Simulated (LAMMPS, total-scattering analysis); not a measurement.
**Heating fcc solid solution (Cu0.47,Ni0.53): displacement factors, expansion and melting**

The crystal is built from its structure type, relaxed with the potential and heated at zero pressure by classical molecular dynamics (LAMMPS) with the EAM Cu-Ni potential (Onat and Durukanoglu, J. Phys.: Condens. Matter 26, 035404 (2014)); 500 atoms (Cu 46.8, Ni 53.2 atom %). Uiso is the variance of an atom's position about its mean, per direction. The dynamics are classical, so there is no zero-point motion. Distances and their variances come from the pair functions; G(r) = 4πrρ₀[g(r) − 1], where it appears, has X-ray or neutron weights and the resolution of a Lorch transform up to 30 Å⁻¹. All values are simulated. An empirical potential describes the real material only near what it was fitted to; melting points and liquid densities can be off by several percent.

| T (K) | state | cell edges (Å) | Uiso Cu (Å²) | Uiso Ni (Å²) | Ni–Ni mean (Å) | its variance (Å²) | density (g/cm³) |
| --- | --- | --- | --- | --- | --- | --- | --- |
| 200 | crystalline | 3.590 | 0.0033 | 0.0033 | 2.530 | 0.0050 | 8.754 |
| 300 | crystalline | 3.596 | 0.0054 | 0.0053 | 2.536 | 0.0076 | 8.710 |
| 1120 | crystalline | 3.648 | 0.0278 | 0.0271 | 2.588 | 0.0358 | 8.342 |
| 1590 | crystalline | 3.689 | 0.0522 | 0.0545 | 2.644 | 0.0661 | 8.066 |
| 2170 | liquid | - | - | - | - | - | 7.411 |

In the harmonic range U = 3ħ²T/(M k θ²), a line through the origin. The rows at 200 and 300 K give, as effective values by element: Cu 1.75×10⁻⁵ Å²/K, θ = 361 K; Ni 1.73×10⁻⁵ Å²/K, θ = 379 K. At 300 K the first Ni–Ni peak has variance 0.0076 Å², against 0.0105 Å² for independent atoms: neighbours move together (and where motion is anisotropic, less along the bond than Uiso suggests), which is what the δ₁ term models in PDF fits at high temperature. In a solid solution the peak also holds static size disorder, which Uiso about each atom's own mean leaves out. The mean volume expansion between 200 and 1590 K is 61×10⁻⁶ K⁻¹. At 1590 K, B = 8π²U = 4.30 Å² for Ni, which damps this element's own term in Bragg intensity at Q = 6 Å⁻¹ to 14 %, and √(3U) is 0.16 of its nearest peak distance (Ni–Ni, 2.50 Å). By 2170 K the order is gone and the mean density is 7.411 g/cm³, which averages over the melting if that fell inside the sampled stretch; a perfect periodic crystal superheats, so the model's melting point lies below the temperature at which it collapsed.

**Question.** At one more temperature the first peak has mean 2.569 Å and variance 0.0248 Å², and the X-ray G(r) has maxima 2.55 (8.9), 3.62 (-0.5), 4.44 (6.8), 5.12 (-0.3), 5.74 (2.3). What temperature, and what Uiso?

The variance interpolates to about 800 K; the run was at 860 K, with Uiso Cu 0.0186, Ni 0.0186 Å².
